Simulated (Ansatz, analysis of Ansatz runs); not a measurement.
# MnRh2O4 (Fd-3m): does an added hole stay on O?, part 2 of 2

Question: does an added hole stay on the O atom where it is started in MnRh2O4 (Fd-3m), and if so, how high is the barrier for a hop to another O site nearby? Model: a cell of 56 host atoms.

Ansatz 0.2.0; plane-wave PAW DFT, PBEsol+U; relaxation of all atoms of a supercell at fixed charge in a uniform background; PAW set soft_1.

So far. Step 2 (The cell without the carrier): The largest displacement from an ideal site is 0.014 Å.

## Step 3: The hole on the first site

The nearest neighbour or neighbours of the site start displaced and the site's starting moment is changed by the carrier's spin, since a carrier doesn't trap itself in the undistorted lattice.

A.relax/input.yaml reads:

```yaml
crystal:
  lattice:
    - [8.60977603, 0.0, 0.0]
    - [0.0, 8.60977603, 0.0]
    - [0.0, 0.0, 8.60977603]
  atoms:
    - { symbol: Mn, position: [0.000249, -0.000101, -9.1e-05], spin: 5.0 }
    - { symbol: Mn, position: [0.000225, 0.499909, 0.499901], spin: 5.0 }
    - { symbol: Mn, position: [0.500199, -0.000178, 0.499816], spin: 5.0 }
    - { symbol: Mn, position: [0.500141, 0.499961, -1.1e-05], spin: 5.0 }
    - { symbol: Mn, position: [0.250273, 0.249881, 0.24986], spin: -5.0 }
    - { symbol: Mn, position: [0.250167, 0.749966, 0.750012], spin: -5.0 }
    - { symbol: Mn, position: [0.76337, 0.23662, 0.763298], spin: -5.0 }
    - { symbol: Mn, position: [0.750264, 0.74992, 0.249807], spin: -5.0 }
    - { symbol: Rh, position: [0.35198, 0.373783, 0.626111] }
    - { symbol: Rh, position: [0.375222, 0.874934, 0.124966] }
    - { symbol: Rh, position: [0.87525, 0.374942, 0.124914] }
    - { symbol: Rh, position: [0.875217, 0.874933, 0.624936] }
    - { symbol: Rh, position: [0.125227, 0.124949, 0.624972] }
    - { symbol: Rh, position: [0.125238, 0.62494, 0.124967] }
    - { symbol: Rh, position: [0.625242, 0.124953, 0.124943] }
    - { symbol: Rh, position: [0.626365, 0.64817, 0.626171] }
    - { symbol: Rh, position: [0.375212, 0.124917, 0.874942] }
    - { symbol: Rh, position: [0.375203, 0.624958, 0.375005] }
    - { symbol: Rh, position: [0.875246, 0.124973, 0.374956] }
    - { symbol: Rh, position: [0.875261, 0.624923, 0.874956] }
    - { symbol: Rh, position: [0.125233, 0.374964, 0.874949] }
    - { symbol: Rh, position: [0.125198, 0.874956, 0.374961] }
    - { symbol: Rh, position: [0.626403, 0.373823, 0.351732] }
    - { symbol: Rh, position: [0.625223, 0.874938, 0.874967] }
    - { symbol: O, position: [0.110633, 0.389533, 0.110267] }
    - { symbol: O, position: [0.110624, 0.889606, 0.610331] }
    - { symbol: O, position: [0.610585, 0.389578, 0.610352], spin: 1.0 }
    - { symbol: O, position: [0.610586, 0.889618, 0.110403] }
    - { symbol: O, position: [0.389862, 0.38961, 0.389559] }
    - { symbol: O, position: [0.389871, 0.88955, 0.88961] }
    - { symbol: O, position: [0.889889, 0.389611, 0.889601] }
    - { symbol: O, position: [0.889828, 0.889618, 0.389568] }
    - { symbol: O, position: [0.110674, 0.110305, 0.38961] }
    - { symbol: O, position: [0.110649, 0.610371, 0.889585] }
    - { symbol: O, position: [0.610551, 0.110302, 0.889546] }
    - { symbol: O, position: [0.610616, 0.610404, 0.389667] }
    - { symbol: O, position: [0.139847, 0.139636, 0.860357] }
    - { symbol: O, position: [0.139836, 0.639589, 0.360349] }
    - { symbol: O, position: [0.639897, 0.139643, 0.360287] }
    - { symbol: O, position: [0.6399, 0.639563, 0.860414] }
    - { symbol: O, position: [0.139873, 0.36032, 0.639504] }
    - { symbol: O, position: [0.139875, 0.860273, 0.139565] }
    - { symbol: O, position: [0.639814, 0.360345, 0.139609] }
    - { symbol: O, position: [0.639875, 0.860254, 0.639577] }
    - { symbol: O, position: [0.389887, 0.110326, 0.110343] }
    - { symbol: O, position: [0.389802, 0.61035, 0.610359] }
    - { symbol: O, position: [0.88975, 0.110296, 0.610328] }
    - { symbol: O, position: [0.889863, 0.610287, 0.110279] }
    - { symbol: O, position: [0.360585, 0.360304, 0.860282] }
    - { symbol: O, position: [0.360553, 0.860327, 0.360343] }
    - { symbol: O, position: [0.86059, 0.36036, 0.36035] }
    - { symbol: O, position: [0.860616, 0.86035, 0.860281] }
    - { symbol: O, position: [0.360558, 0.139525, 0.639587] }
    - { symbol: O, position: [0.360586, 0.63957, 0.139609] }
    - { symbol: O, position: [0.860626, 0.139593, 0.139561] }
    - { symbol: O, position: [0.860592, 0.639522, 0.639566] }
total_charge: 1
basis:
  ecutwfc: 420
  xc_grid: 2
hamiltonian:
  xc: pbesol
  hubbard:
    sites: [{ species: Mn, l: d, u_eff: 5.0 }, { species: O, l: p, u_eff: 5.0 }]
    projectors: ortho-atomic
  pseudopotentials: { kind: paw, azcp: { folder: soft_1 }, xc_functional: pbe }
kpoints:
  mp_grid: { grid: [1, 1, 1] }
magnetization:
  spin_polarized: true
  initial_magnetization: 1
  spin_locking: { lock_magnetization: hard }
scf:
  occupations: { method: fermi_dirac, width: 0.01 }
  max_iter: 120
  lower_state_search: "off"
output:
  forces: true
relax:
  f_tol: 0.015
  max_steps: 70
  escape_saddle: false
checkpoint:
  write: "../A.relax.run"
  compress: false
  write_wavefunctions: true
  write_every: 100000
```

Launch:

```
> ansatz run input.yaml --threads 4 --pin off --max-ram 17899MiB --backend cpu --events-out ev --progress --plain --runs-dir out
```

Numbers of over 12 decimals in the logs are rounded to 6 here.

What it wrote:

```text
[...]
Crystal: 56 atoms, lattice volume = 638.228 Å³
Basis set: ecut = 420 eV, 12533 PW (Γ), exchange–correlation on 120×120×120 points (8 copies of the dense FFT grid, shifted against one another)
Bands: 351, of which v1, the nominal top of the filled ones, is band 292 counted from 1 (291 counted from 0)
Symmetry: 1 space group operations
[...]
k-points: 1
[...]
Starting moments: Σ|m| = 41 μB on 9 of 56 sites
[...]
SCF iter   1: F=—  HF=-150300.064155 eV  |F-HF|=—  |Δ(HF+E_count)|=         —  Δρ=3.25e-1 (↑3.24e-1 ↓3.25e-1)  dr2=2.67e3  dr2_m=2.11e2  M=1.000 μB ∫|m|=5.817 μB  β_m=0.30  ethr=3.10e-3  ⟨swp⟩=6.0  Hψ=2394  notcnv=0
[...]
spin=Collinear: Kerker preconditioning applied to the charge; magnetization (m = ρ↑ − ρ↓) channel mixes plain (no charge-response kernel on spin).
SCF iter   2: F=—  HF=-150235.158339 eV  |F-HF|=—  |Δ(HF+E_count)|=    6.49e1  Δρ=9.90e-2 (↑9.61e-2 ↓9.90e-2)  dr2=1.51e2  dr2_m=2.19e0  M=1.000 μB ∫|m|=36.449 μB  β_m=0.27  ethr=3.10e-3  ⟨swp⟩=4.0  Hψ=1933  notcnv=0  defer=69
[...]
SCF iter  19: F=-150222.119734 eV  HF=-150222.119734 eV  |F-HF|=9.17e-8  |Δ(HF+E_count)|=   2.11e-6  Δρ=7.15e-6 (↑4.16e-6 ↓7.15e-6)  dr2=7.36e-7  dr2_m=8.09e-8  M=1.000 μB ∫|m|=40.136 μB  ethr=9.65e-10  ⟨swp⟩=3.0  Hψ=1541  notcnv=0
SCF 1 converged in 19 iterations: F = -150222.119734 eV  dr2 = 7.36e-7
[...]
relax step   1: F+E_penalty+E_count = -150222.11973419 eV  Δ(F+E_penalty+E_count) = +0.000e0 eV  max|allowed force component| = 7.863e0 eV/Å  Δτ_max = 0.0000 Å  (19 SCF iters, dr2 threshold 5.63e-6 eV, accepted)
[...]
relax step   2: F+E_penalty+E_count = -150224.30676620 eV  Δ(F+E_penalty+E_count) = -2.187e0 eV  max|allowed force component| = 1.363e0 eV/Å  Δτ_max = 0.1974 Å  (11 SCF iters, dr2 threshold 1.00e-4 eV, accepted)
relax step   3: F+E_penalty+E_count = -150224.58474326 eV  Δ(F+E_penalty+E_count) = -2.780e-1 eV  max|allowed force component| = 5.171e-2 eV/Å  Δτ_max = 0.1046 Å  (8 SCF iters, dr2 threshold 1.00e-4 eV, accepted)
relax step   4: F+E_penalty+E_count = -150224.58478879 eV  Δ(F+E_penalty+E_count) = -4.554e-5 eV  max|allowed force component| = 4.944e-2 eV/Å  Δτ_max = 0.0000 Å  (8 SCF iters, accepted)
relax step   5: F+E_penalty+E_count = -150224.58828364 eV  Δ(F+E_penalty+E_count) = -3.495e-3 eV  max|allowed force component| = 7.390e-2 eV/Å  Δτ_max = 0.0032 Å  (10 SCF iters, accepted)
relax step   6: F+E_penalty+E_count = -150224.59778796 eV  Δ(F+E_penalty+E_count) = -9.504e-3 eV  max|allowed force component| = 1.013e-1 eV/Å  Δτ_max = 0.0083 Å  (7 SCF iters, dr2 threshold 4.99e-6 eV, accepted)
relax step   7: F+E_penalty+E_count = -150224.60002947 eV  Δ(F+E_penalty+E_count) = -2.242e-3 eV  max|allowed force component| = 1.698e-2 eV/Å  Δτ_max = 0.0042 Å  (4 SCF iters, dr2 threshold 1.03e-5 eV, accepted)
relax step   8: F+E_penalty+E_count = -150224.60003221 eV  Δ(F+E_penalty+E_count) = -2.736e-6 eV  max|allowed force component| = 1.681e-2 eV/Å  Δτ_max = 0.0000 Å  (6 SCF iters, accepted)
SCF iter   1: F=—  HF=-150224.600804 eV  |F-HF|=—  |Δ(HF+E_count)|=         —  Δρ=1.64e-4 (↑1.59e-4 ↓1.64e-4)  dr2=1.13e-4  dr2_m=8.81e-6  M=1.000 μB ∫|m|=40.118 μB  β_m=0.30  ethr=7.11e-7  ⟨swp⟩=4.0  Hψ=1498  notcnv=0  defer=106
[...]
SCF iter   7: F=-150224.600435 eV  HF=-150224.600435 eV  |F-HF|=3.42e-8  |Δ(HF+E_count)|=   2.79e-9  Δρ=1.35e-6 (↑8.33e-7 ↓1.35e-6)  dr2=5.27e-8  dr2_m=1.44e-9  M=1.000 μB ∫|m|=40.118 μB  ethr=1.72e-11  ⟨swp⟩=3.0  Hψ=1696  notcnv=0
SCF 9 converged in 7 iterations: F = -150224.600435 eV  dr2 = 5.27e-8
relax step   9: F+E_penalty+E_count = -150224.60043503 eV  Δ(F+E_penalty+E_count) = -4.028e-4 eV  max|allowed force component| = 4.191e-3 eV/Å  Δτ_max = 0.0015 Å  (7 SCF iters, accepted)
NSCF: frozen V_eff on 1 k-points
[...]
SCF converged after 7 iterations
Stability checked in part: among states of this total moment the steps that led to this state did not find it unstable. No probe was made; neither looks for a lower state of another moment (fixed_total_moment; see scf.lower_state_search)
Magnetization: 1.0000 μB (292.0000 up, 291.0000 down)
Absolute magnetization: 40.1316 μB (∫|ρ↑−ρ↓|, with the PAW one-centre terms)
[...]
Per-site moments (μB) at R_I (Å): [(4.129590, 0.860492), (4.129278, 0.860412), (4.129435, 0.860446), [... 53 left out ...]
Free energy (F): -150224.600435 eV
[...]
Internal energy: -150224.586325 eV  (E = F + TS)
E sigma→0 (E₀):  -150224.593380 eV
Entropy (-TS):   -0.014110 eV (-0.252 meV/atom)
Fermi energy:    12.199355 (↑ 12.719463, ↓ 12.199299) eV
[...]
--- Forces (eV/Å), atoms counted from 1 ---
  atom   1  Mn    -0.00039056    -0.00016382    -0.00035647
  atom   2  Mn    -0.00012403     0.00007637     0.00027698
  atom   3  Mn     0.00032556    -0.00079137     0.00024525
  [... 3 atoms left out ...]
  atom   7  Mn     0.00120446    -0.00107988     0.00115072
  [... 1 atom left out ...]
  atom   9  Rh     0.00415165    -0.00349120    -0.00088678
  [... 7 atoms left out ...]
  atom  17  Rh     0.00270994     0.00188641     0.00108230
  [... 5 atoms left out ...]
  atom  23  Rh    -0.00164888    -0.00330730     0.00337370
  [... 3 atoms left out ...]
  atom  27  O     -0.00386158    -0.00059624    -0.00291152
  [... 1 atom left out ...]
  atom  29  O      0.00030000    -0.00238156    -0.00069495
  [... 5 atoms left out ...]
  atom  35  O     -0.00191396     0.00323422     0.00077431
  [... 13 atoms left out ...]
  atom  49  O      0.00162998    -0.00286992    -0.00056241
  [... 3 atoms left out ...]
  atom  53  O      0.00132831     0.00411346    -0.00008822
  [... 3 atoms left out ...]
  max |Σ_I F_I| component: 4.09e-5 eV/Å
--- Band table (eV) ---
[...]
Occupation matrices written to <dir>
--- Relaxed structure (9 steps of the walk, 9 accepted, 0 SCFs on fresh bases) ---
  F+E_penalty+E_count = -150224.60043503 eV   max|allowed force component| = 4.191e-3 eV/Å
  atoms:
    - { symbol: Mn, position: [9.563196929659831e-5, 7.921385515319011e-5, -0.000177] }
    - { symbol: Mn, position: [8.568593734335281e-5, 0.500085, 0.499804] }
    - { symbol: Mn, position: [0.500081, 9.604896538431669e-5, 0.499810] }
    [... 3 atoms left out ...]
    - { symbol: Mn, position: [0.750073, 0.250084, 0.749802] }
    [... 1 atom left out ...]
    - { symbol: Rh, position: [0.374685, 0.375739, 0.625216] }
    [... 7 atoms left out ...]
    - { symbol: Rh, position: [0.374691, 0.124432, 0.874430] }
    [... 5 atoms left out ...]
    - { symbol: Rh, position: [0.625488, 0.375739, 0.374414] }
    [... 3 atoms left out ...]
    - { symbol: O, position: [0.609692, 0.389145, 0.609410] }
    [... 1 atom left out ...]
    - { symbol: O, position: [0.390513, 0.389145, 0.390252] }
    [... 5 atoms left out ...]
    - { symbol: O, position: [0.609681, 0.110994, 0.890223] }
    [... 13 atoms left out ...]
    - { symbol: O, position: [0.360598, 0.359400, 0.860361] }
    [... 3 atoms left out ...]
    - { symbol: O, position: [0.360597, 0.140762, 0.639289] }
    [... 3 atoms left out ...]
```

The job ended after 66 s (4 threads of Intel Xeon Platinum 8375C at 2.90GHz (Ice Lake), shared host; peak memory 1.7 GiB; 4.1 min of CPU time).

The steps of the relaxation:

| step | energy less that of the first step (eV) | largest force component (eV/Å) |
| --- | --- | --- |
| 1 | 0.0000 | 7.8627 |
| 2 | -2.1870 | 1.3634 |
| 3 | -2.4650 | 0.0517 |
| 4 | -2.4651 | 0.0494 |
| 5 | -2.4685 | 0.0739 |
| 6 | -2.4781 | 0.1013 |
| 7 | -2.4803 | 0.0170 |
| 8 | -2.4803 | 0.0168 |
| 9 | -2.4807 | 0.0042 |

The atoms that moved most (Å):

| atom | dx | dy | dz | length |
| --- | --- | --- | --- | --- |
| Rh16 | -0.008 | -0.204 | -0.008 | 0.205 |
| Mn7 | -0.114 | 0.116 | -0.116 | 0.200 |
| Rh9 | 0.195 | 0.017 | -0.008 | 0.196 |
| Rh23 | -0.008 | 0.016 | 0.195 | 0.196 |
| O28 | -0.008 | -0.004 | -0.009 | 0.012 |
| O26 | -0.008 | -0.004 | -0.008 | 0.012 |
| O47 | 0.006 | 0.006 | -0.008 | 0.012 |
| O27 | -0.008 | -0.004 | -0.008 | 0.012 |

The moves above count from the input, in which the site's nearest neighbours were already displaced; the distances below compare with the cell without the carrier.

Distances from O27 without and with the hole:

| atom | without (Å) | with (Å) |
| --- | --- | --- |
| Rh23 | 2.03 | 2.03 |
| Rh9 | 2.03 | 2.03 |
| Rh16 | 2.03 | 2.03 |
| Mn7 | 2.08 | 2.09 |

The largest changes of the moments are 0.04 μB on Rh16, 0.04 μB on Rh20 and 0.04 μB on Rh9. The carrier did not stay on the chosen site.

## Step 4: Outcome

| Quantity | Value |
| --- | --- |
| carrier trapped on the chosen site | no |
| size of the moment change on that site | 0.01 μB |

In words: With PBEsol+U (5 eV) (Mn d 5.0 eV, O p 5.0 eV) the hole does not stay on the chosen O atom: it is spread over more than 30 atoms in effect, so no hop between such sites was computed. The magnetic order was assumed and need not be the ground state; parallel spins on neighbours help a carrier to spread. The search for lower electronic states was switched off. Another U, a hybrid or another start may give another answer. Limits: sampling at the zone centre alone can move energies of charged and open-shell states by tenths of an eV or more in cells of this size; the images are only 8.6 Å apart; gap and trapping depend on the U chosen (Mn d 5.0 eV, O p 5.0 eV); spin–orbit coupling, which can matter with heavy atoms, is left out.

[Logs are printed without paths, hosts, clocks, repeated set-up lines and the standing remarks that a program may print on its own settings, such as how far it seeks lower states.]

[Hosts, paths, dates, database ids (printed as entryN), source tags and the programs' standing remarks are cut or masked in the printed files.]
